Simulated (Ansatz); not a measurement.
# Decaying states in the gap of Na3MoBr3O3, part 2 of 3

A new crystal, Na3MoBr3O3: structure, gap and complex bands. It is built by putting Br for F in the Na3MoO3F3 structure of space group R3, with the volume rescaled by atomic radii. The parent structure comes from the Materials Project.

Ansatz 0.2.0; PBEsol DFT, plane waves, PAW files (the session's first sound run).

So far. Step 2 (Cell and atoms at rest): The largest force component on a free atom ends at 0.014 eV/Å.

The structure was built from a prototype and need not be the compound's stable phase.

**3. The bulk crystal and its band edges**

The energy window and the wavevectors of the next steps follow from the band edges, so these are searched first, off the mesh as well.

input.yaml reads:

```yaml
crystal:
  lattice:
    - [3.3217067525, 1.9177882877, 5.4896432579]
    - [-3.3217067525, 1.9177882877, 5.4896432579]
    - [0.0, -3.8355765755, 5.4896432579]
  atoms:
    - { symbol: Na, position: [0.7193645611, 0.7193645611, 0.7193645611] }
    - { symbol: Na, position: [0.4464880052, 0.4464880052, 0.4464880052] }
    - { symbol: Na, position: [0.2079674361, 0.2079674361, 0.2079674361] }
    - { symbol: Mo, position: [1.0290703093, 1.0290703093, 1.0290703093] }
    - { symbol: O, position: [0.8178157617, 0.1112082501, 0.2927873055] }
    - { symbol: O, position: [0.2927873055, 0.8178157617, 0.1112082501] }
    - { symbol: O, position: [0.1112082501, 0.2927873055, 0.8178157617] }
    - { symbol: Br, position: [0.2443308147, 0.856856517, 0.6483116893] }
    - { symbol: Br, position: [0.856856517, 0.6483116893, 0.2443308147] }
    - { symbol: Br, position: [0.6483116893, 0.2443308147, 0.856856517] }
kpoints:
  mp_grid: { grid: [6, 6, 6] }
  band_path: { path: [VBM, CBM], npoints: 30 }
scf:
  occupations: { method: fixed }
hamiltonian:
  xc: pbesol
output:
  eigenvalues: true
  write_potential: true
  write_density: true
  volumetric_format: npy
```

On the command line:

```console
ansatz run input.yaml --threads 2 --pin off --max-ram 4096MiB --backend cpu --events-out ev --progress --plain --runs-dir out
```

Numbers of over 12 decimals in the logs are rounded to 6 here.

The log of the run:

```text
[...]
Crystal: 10 atoms, lattice volume = 209.825 Å³
Basis set: ecut = 420 eV, 4081 PW (Γ)
Bands: 50, of which v1, the nominal top of the filled ones, is band 40 counted from 1 (39 counted from 0)
Symmetry: 3 space group operations
[...]
k-points: 40 of 216 (time reversal used)
[...]
SCF iter   1: F=—  HF=-19225.242206 eV  |F-HF|=—  |Δ(HF+E_count)|=         —  Δρ=9.00e-3  dr2=1.63e-1  ethr=1.77e-3  ⟨swp⟩=5.0  Hψ=6806  notcnv=0  defer=287
[...]
SCF iter   8: F=-19225.215174 eV  HF=-19225.215174 eV  |F-HF|=5.39e-8  |Δ(HF+E_count)|=   5.24e-7  Δρ=3.42e-6  dr2=3.49e-8  ethr=1.25e-10  ⟨swp⟩=12.7  Hψ=8011  notcnv=0
SCF 1 converged in 8 iterations: F = -19225.215174 eV  dr2 = 3.49e-8
[...]
NSCF: frozen V_eff on 40 k-points
[...]
SCF converged after 8 iterations
Free energy (F): -19225.215174 eV
[...]
Internal energy: -19225.215174 eV  (E = F + TS)
E sigma→0 (E₀):  -19225.215174 eV
Fermi energy:    3.291764 eV
[...]
--- Band table (eV; the first three rows and the last of 40) ---
  k-point 0: bands = [... 36 lower, 2.3071, 2.3071, 3.2892, 3.2892, 5.8192, 6.1188, 6.1188, 7.2083, ... 6 higher]
  k-point 1: bands = [... 36 lower, 2.3034, 2.3839, 3.0547, 3.2306, 5.8340, 6.1031, 6.1487, 7.4719, ... 6 higher]
  k-point 2: bands = [... 36 lower, 2.2873, 2.4246, 2.7620, 3.1363, 5.8511, 6.0924, 6.1856, 7.9692, ... 6 higher]
  k-point 39: bands = [... 36 lower, 2.0913, 2.3432, 3.2825, 3.2825, 5.5758, 6.1634, 6.1634, 8.7270, ... 6 higher]
```

Elapsed: 15 s, on 2 threads of AMD EPYC 9R45, shared host; peak memory 0.67 GiB.

In the SCF lines HF is the Harris–Foulkes energy and dr2 the Hartree energy of the density residual, in eV; the loop may stop once dr2 is under the threshold and the program's other checks hold. Hψ counts applications of the Hamiltonian.

Numbers from this step:

```yaml
free_energy: -19225.2152 eV
fermi_energy: 3.292 eV
gap_on_the_k_mesh: 2.284 eV
gap_on_path: 2.284 eV, by band count; negative where bands overlap
direct_gap_on_path: 2.293 eV
edge_places_on_path: 0, 0.3577 1/A along the path
```

Electronic bands along the path, in eV, zero at the Fermi level (highest filled level under fixed occupations); v1 is the highest filled band, c1 the lowest empty one:

```
  point     v4     v3     v2     v1    c1    c2    c3    c4
    VBM  -1.03  -0.99  -0.01   0.00  2.43  2.76  2.93  4.38
halfway  -1.13  -0.96  -0.01   0.00  2.32  2.79  2.94  5.20
    CBM  -1.20  -0.95  -0.01  -0.01  2.28  2.87  2.87  5.44
```

The searched edges give 2.28 eV, as on the mesh.

**4. Decaying states in the gap, plane (001), k-mesh 6×6×6**

This step: PBEsol DFT, plane waves, PAW files; complex bands by layer matching along the plane's normal (Ansatz 0.2.0).

The same crystal is laid in a cell whose first two vectors span the (001) plane (indices of the standard conventional cell, whose axes can be ordered otherwise than in the bulk input). At fixed energy and wavevector in the plane the solver finds all kz, real and complex. A few wavevectors are listed, (0, 0) and (0.5, 0) in units of the plane's reciprocal vectors; the slowest state needn't be among them.

input.yaml reads:

```yaml
crystal:
  lattice:
    - [6.643413505, 0.0, 0.0]
    - [3.321706753, 5.753364863, 0.0]
    - [3.321706753, -1.917788288, 5.489643258]
  atoms:
    - { symbol: Na, position: [0.4387291222, 0.2806354389, 0.8419063167] }
    - { symbol: Na, position: [0.8929760104, 0.5535119948, 0.6605359844] }
    - { symbol: Na, position: [0.4159348722, 0.7920325639, 0.3760976917] }
    - { symbol: Mo, position: [0.0581406186, 0.9709296907, 0.9127890721] }
    - { symbol: O, position: [0.9290240118, 0.8887917499, 0.7781886827] }
    - { symbol: O, position: [0.1106030672, 0.1821842383, 0.7781886827] }
    - { symbol: O, position: [0.4039955556, 0.7072126945, 0.7781886827] }
    - { symbol: Br, position: [0.1011873317, 0.143143483, 0.250500979] }
    - { symbol: Br, position: [0.5051682063, 0.3516883107, 0.250500979] }
    - { symbol: Br, position: [0.892642504, 0.7556691853, 0.250500979] }
kpoints:
  mp_grid: { grid: [6, 6, 6] }
scf:
  occupations: { method: fixed }
hamiltonian:
  xc: pbesol
output:
  eigenvalues: true
  transmission:
    leads: [[0, 0]]
    kpoints: [[0.0, 0.0], [0.5, 0.0]]
    e_range: [-1.0, 3.28]
    de: 0.09
```

The log of the run:

```text
[...]
Crystal: 10 atoms, lattice volume = 209.825 Å³
Basis set: ecut = 420 eV, 4081 PW (Γ)
Bands: 50, of which v1, the nominal top of the filled ones, is band 40 counted from 1 (39 counted from 0)
Symmetry: 3 space group operations
[...]
k-points: 40 of 216 (time reversal used)
[...]
SCF iter   1: F=—  HF=-19225.242115 eV  |F-HF|=—  |Δ(HF+E_count)|=         —  Δρ=9.00e-3  dr2=1.63e-1  ethr=1.77e-3  ⟨swp⟩=5.0  Hψ=6801  notcnv=0  defer=286
[...]
SCF iter   8: F=-19225.215178 eV  HF=-19225.215178 eV  |F-HF|=5.37e-8  |Δ(HF+E_count)|=   5.27e-7  Δρ=3.42e-6  dr2=3.48e-8  ethr=1.25e-10  ⟨swp⟩=12.6  Hψ=8000  notcnv=0
SCF 1 converged in 8 iterations: F = -19225.215178 eV  dr2 = 3.48e-8
[...]
transmission: 10 of 20 steps passed
transmission: 20 of 20 steps passed
SCF converged after 8 iterations
Free energy (F): -19225.215178 eV
[...]
Internal energy: -19225.215178 eV  (E = F + TS)
E sigma→0 (E₀):  -19225.215178 eV
Fermi energy:    3.291747 eV
[...]
--- Band table (eV; the first three rows and the last of 40) ---
  k-point 0: bands = [... 36 lower, 2.3071, 2.3071, 3.2892, 3.2892, 5.8192, 6.1188, 6.1188, 7.2083, ... 6 higher]
  k-point 1: bands = [... 36 lower, 2.2717, 2.2948, 3.2858, 3.2917, 5.7338, 6.0518, 6.2113, 7.5848, ... 6 higher]
  k-point 2: bands = [... 36 lower, 2.1703, 2.3312, 3.2818, 3.2891, 5.6191, 6.0761, 6.2314, 8.4301, ... 6 higher]
  k-point 39: bands = [... 36 lower, 2.2912, 2.6285, 2.7456, 2.7996, 5.8513, 6.1108, 6.2008, 8.1424, ... 6 higher]
--- Transmission ---
  basis      : 337 plane waves across, 10 finite elements along
  points     : 2, as listed
  energies   : 48 from -1.000000 to 3.230000 eV about the Fermi level, 0.090000 eV apart; the leads are filled to 1.142006 eV, and channels, transmission and decay are at 1.160000 eV
  crystal 0  : Na3O3Mo1Br3, at the sites [0, 0], period 5.4896 Å: whole cells are its period
    offset         : up to 0.0000 Å between an atom of the period and one for which it stands
    channels       : 0.000000e0 a spin
    conductance    : none, the energies end too early or step too widely for 300 K: set another output.transmission.e_range or a lower de, or, where they end at an eighth of basis.ecutwfc, a higher one
    slowest decay  : 0.4754 /Å at (0.0000, 0.0000)
```

Elapsed: 39 s, on 2 threads; peak memory 1.3 GiB; 64 s of CPU time.

This step gave:

```
level to which the leads are filled                       : 1.142 eV from the Fermi level
decay constant at the filling level, zone centre          : 0.4754 Å⁻¹
decay constant at the filling level, slowest listed point : 0.4754 Å⁻¹
```

K parallel (0, 0); values up to 1.5 1/Å, a degenerate pair printed once or twice; energies at which all values exceed this have no row. The Im kz of the slowest decaying states by energy, zero at the highest filled level on the SCF mesh:

```
energy (eV)  decay 1 (Å⁻¹)  decay 2 (Å⁻¹)  decay 3 (Å⁻¹)  decay 4 (Å⁻¹)
      -1.00          0.356          0.363          0.410          0.815
      -0.82          0.314          0.371          0.429          0.431
      -0.55          0.401          0.407          0.529          0.566
      -0.37          0.417          0.442          0.556          0.603
      -0.19          0.431          0.459          0.522          0.549
      -0.01          0.345          0.442          0.474          0.707
       0.08          0.447          0.448          0.468          0.527
       0.26          0.455          0.521          0.562          0.593
       0.44          0.462          0.558          0.578          0.652
       0.71          0.469          0.585          0.594          0.708
       0.89          0.472          0.586          0.611          0.734
       1.16          0.475          0.581          0.626          0.764
       1.34          0.478          0.576          0.631          0.756
       1.52          0.480          0.567          0.633          0.698
       1.79          0.488          0.546          0.588          0.631
       1.97          0.483          0.499          0.523          0.629
       2.15          0.324          0.489          0.516          0.629
       2.42          0.404          0.552          0.629          0.826
       2.60          0.138          0.301          0.574          0.630
       2.78          0.207          0.590          0.629          0.832
       3.05          0.223          0.250          0.603          0.625
       3.23          0.212          0.369          0.607          0.621
```

K parallel (0.5, 0); values up to 1.5 1/Å, a degenerate pair printed once or twice; energies at which all values exceed this have no row. Im kz of the slowest decaying states against energy, zero at the highest filled level on the SCF mesh:

```csv
energy (eV),decay 1 (Å⁻¹),decay 2 (Å⁻¹),decay 3 (Å⁻¹),decay 4 (Å⁻¹)
-1.00,0.149,0.182,0.259,0.286
-0.82,0.215,0.283,0.353,0.432
-0.64,0.306,0.408,0.429,0.475
-0.46,0.432,0.449,0.455,0.527
-0.28,0.403,0.413,0.471,0.534
-0.19,0.282,0.309,0.474,0.502
-0.01,0.437,0.496,0.530,0.566
0.17,0.516,0.523,0.542,0.590
0.35,0.547,0.560,0.616,0.693
0.53,0.559,0.592,0.648,0.715
0.71,0.567,0.617,0.713,0.738
0.89,0.574,0.639,0.709,0.764
1.07,0.577,0.658,0.686,0.804
1.16,0.577,0.668,0.677,0.844
1.34,0.575,0.659,0.687,0.836
1.52,0.569,0.639,0.706,0.796
1.70,0.558,0.617,0.720,0.760
1.88,0.543,0.593,0.729,0.734
2.06,0.524,0.563,0.688,0.713
2.24,0.500,0.517,0.616,0.694
2.42,0.415,0.480,0.558,0.671
2.51,0.275,0.475,0.538,0.657
2.69,0.202,0.338,0.534,0.546
2.87,0.150,0.310,0.592,0.614
3.05,0.215,0.326,0.634,0.645
3.23,0.339,0.390,0.644,0.695
```

At the listed wavevectors the last open channel is at -0.01 eV and the next at +2.33 eV on the grid. At +1.16 eV, the grid energy nearest the filling level (the middle of the gap on the SCF mesh), the slowest state at the listed wavevectors decays with κ = 0.475 Å⁻¹, its amplitude falling by e over 2.1 Å. Through 1 nm of this crystal that state's transmission falls by exp(−2 × 0.475 Å⁻¹ × 10 Å) = 7.4e-5.

**5. Complex bands, plane (101), k-mesh 4×4×4**

The same for the (101) plane, at (0, 0) and (-0.5, 0), to see how the decay depends on direction.

input.yaml reads:

```yaml
crystal:
  lattice:
    - [6.696852303, 0.0, 0.0]
    - [3.295200566, 5.768587022, 0.0]
    - [3.295200566, 1.943131773, 5.431467126]
  atoms:
    - { symbol: Na, position: [0.1580936833, 0.2806354389, 0.2806354389] }
    - { symbol: Na, position: [0.3394640156, 0.5535119948, 0.5535119948] }
    - { symbol: Na, position: [0.6239023083, 0.7920325639, 0.7920325639] }
    - { symbol: Mo, position: [0.0872109279, 0.9709296907, 0.9709296907] }
    - { symbol: O, position: [0.2218113173, 0.8887917499, 0.7072126945] }
    - { symbol: O, position: [0.2218113173, 0.1821842383, 0.8887917499] }
    - { symbol: O, position: [0.2218113173, 0.7072126945, 0.1821842383] }
    - { symbol: Br, position: [0.749499021, 0.143143483, 0.3516883107] }
    - { symbol: Br, position: [0.749499021, 0.3516883107, 0.7556691853] }
    - { symbol: Br, position: [0.749499021, 0.7556691853, 0.143143483] }
kpoints:
  mp_grid: { grid: [4, 4, 4] }
scf:
  occupations: { method: fixed }
hamiltonian:
  xc: pbesol
output:
  eigenvalues: true
  transmission:
    leads: [[0, 0]]
    kpoints: [[0.0, 0.0], [-0.5, 0.0]]
    e_range: [-1.0, 3.28]
    de: 0.07
```

The log of the run:

```text
[...]
Crystal: 10 atoms, lattice volume = 209.825 Å³
Basis set: ecut = 420 eV, 4081 PW (Γ)
Bands: 50, of which v1, the nominal top of the filled ones, is band 40 counted from 1 (39 counted from 0)
Symmetry: 3 space group operations
[...]
k-points: 14 of 64 (time reversal used)
[...]
SCF iter   1: F=—  HF=-19225.242038 eV  |F-HF|=—  |Δ(HF+E_count)|=         —  Δρ=9.00e-3  dr2=1.63e-1  ethr=1.77e-3  ⟨swp⟩=5.0  Hψ=2384  notcnv=0  defer=101
[...]
SCF iter   8: F=-19225.215104 eV  HF=-19225.215104 eV  |F-HF|=5.39e-8  |Δ(HF+E_count)|=   5.20e-7  Δρ=3.43e-6  dr2=3.49e-8  ethr=1.25e-10  ⟨swp⟩=12.6  Hψ=2781  notcnv=0
SCF 1 converged in 8 iterations: F = -19225.215104 eV  dr2 = 3.49e-8
[...]
transmission: 11 of 22 steps passed
transmission: 22 of 22 steps passed
SCF converged after 8 iterations
Free energy (F): -19225.215104 eV
[...]
Internal energy: -19225.215104 eV  (E = F + TS)
E sigma→0 (E₀):  -19225.215104 eV
Fermi energy:    3.291449 eV
[...]
--- Band table (eV; the first three rows and the last of 14) ---
  k-point 0: bands = [... 36 lower, 2.3072, 2.3072, 3.2893, 3.2893, 5.8192, 6.1187, 6.1187, 7.2083, ... 6 higher]
  k-point 1: bands = [... 36 lower, 2.2977, 2.4239, 2.8845, 3.1751, 5.8435, 6.1011, 6.1639, 7.7253, ... 6 higher]
  k-point 2: bands = [... 36 lower, 2.2426, 2.4270, 2.6011, 3.1317, 5.8576, 6.0777, 6.2131, 8.1916, ... 6 higher]
  k-point 13: bands = [... 36 lower, 2.0913, 2.3433, 3.2827, 3.2827, 5.5757, 6.1633, 6.1633, 8.7270, ... 6 higher]
--- Transmission ---
  basis      : 345 plane waves across, 11 finite elements along
  points     : 2, as listed
[...]
crystal 0  : Na3O3Br3Mo1, at the sites [0, 0], period 5.4315 Å: whole cells are its period
[...]
channels       : 0.000000e0 a spin
[...]
slowest decay  : 0.2741 /Å at (-0.5000, 0.0000)
```

The job ended after 51 s (2 threads; peak memory 1.5 GiB).

Numbers from this step:

```yaml
free_energy: -19225.2151 eV
fermi_energy: 3.291 eV
decay_constant_at_the_filling_level_zone_centre: 0.2848 Å⁻¹
decay_constant_at_the_filling_level_slowest_listed_point: 0.2741 Å⁻¹
```

K parallel (0, 0); values up to 1.5 1/Å, a degenerate pair printed once or twice; energies at which all values exceed this have no row. Table of Im kz of the slowest decaying states by energy, zero at the highest filled level on the SCF mesh:

```
energy (eV)  decay 1 (Å⁻¹)  decay 2 (Å⁻¹)  decay 3 (Å⁻¹)  decay 4 (Å⁻¹)
    -1.0000         0.0641          0.208          0.343          0.512
    -0.7200         0.0595          0.163          0.406          0.463
    -0.5100          0.186          0.482          0.535          0.671
    -0.2300          0.162          0.528          0.593          0.730
    -0.0200          0.283          0.540          0.619          0.770
     0.2600          0.168          0.386          0.393          0.515
     0.4700          0.214          0.443          0.502          0.637
     0.7500          0.252          0.492          0.545          0.629
     1.0300          0.276          0.532          0.568          0.613
     1.2400          0.288          0.566          0.574          0.588
     1.5200          0.298          0.571          0.579          0.670
     1.7300          0.301          0.562          0.576          0.658
     2.0100          0.297          0.538          0.567          0.641
     2.2200          0.285          0.505          0.552          0.631
     2.5000          0.175          0.388          0.484          0.512
     2.7800          0.104          0.188          0.551          0.648
     2.9900          0.243          0.345          0.603          0.623
     3.2700          0.259          0.419          0.591          0.617
```

K parallel (-0.5, 0); values up to 1.5 1/Å, a degenerate pair printed once or twice; energies at which all values exceed this have no row. Im kz of the slowest decaying states against energy, zero at the highest filled level on the SCF mesh:

| energy (eV) | decay 1 (Å⁻¹) | decay 2 (Å⁻¹) | decay 3 (Å⁻¹) | decay 4 (Å⁻¹) |
| --- | --- | --- | --- | --- |
| -1.0000 | 0.0504 | 0.142 | 0.181 | 0.413 |
| -0.7200 | 0.185 | 0.485 | 0.619 | 0.652 |
| -0.5100 | 0.201 | 0.556 | 0.603 | 0.694 |
| -0.2300 | 0.171 | 0.544 | 0.697 | 0.723 |
| -0.0200 | 0.274 | 0.550 | 0.721 | 0.752 |
| 0.2600 | 0.169 | 0.368 | 0.376 | 0.558 |
| 0.4700 | 0.213 | 0.405 | 0.492 | 0.562 |
| 0.7500 | 0.248 | 0.438 | 0.564 | 0.608 |
| 1.0300 | 0.268 | 0.458 | 0.564 | 0.691 |
| 1.2400 | 0.276 | 0.466 | 0.561 | 0.690 |
| 1.5200 | 0.275 | 0.470 | 0.557 | 0.689 |
| 1.7300 | 0.264 | 0.466 | 0.553 | 0.686 |
| 2.0100 | 0.223 | 0.450 | 0.548 | 0.676 |
| 2.2200 | 0.129 | 0.426 | 0.550 | 0.645 |
| 2.5000 | 0.361 | 0.529 | 0.584 | 0.657 |
| 2.7800 | 0.321 | 0.460 | 0.469 | 0.681 |
| 2.9900 | 0.363 | 0.467 | 0.493 | 0.667 |
| 3.2700 | 0.391 | 0.477 | 0.541 | 0.554 |

At the listed wavevectors the last open channel is at -0.02 eV and the next at +2.29 eV on the grid. At +1.17 eV, the grid energy nearest the filling level (the middle of the gap on the SCF mesh), the slowest state at the listed wavevectors decays with κ = 0.274 Å⁻¹, its amplitude falling by e over 3.6 Å; the first such run, plane (001), gave 0.475 Å⁻¹.

(Continued in part 3 of 3.)

[Logs are printed without paths, hosts, clocks, repeated set-up lines and the standing remarks that a program may print on its own settings, such as how far it seeks lower states.]

[Hosts, paths, dates, database ids (printed as entryN), source tags and the programs' standing remarks are cut or masked in the printed files.]
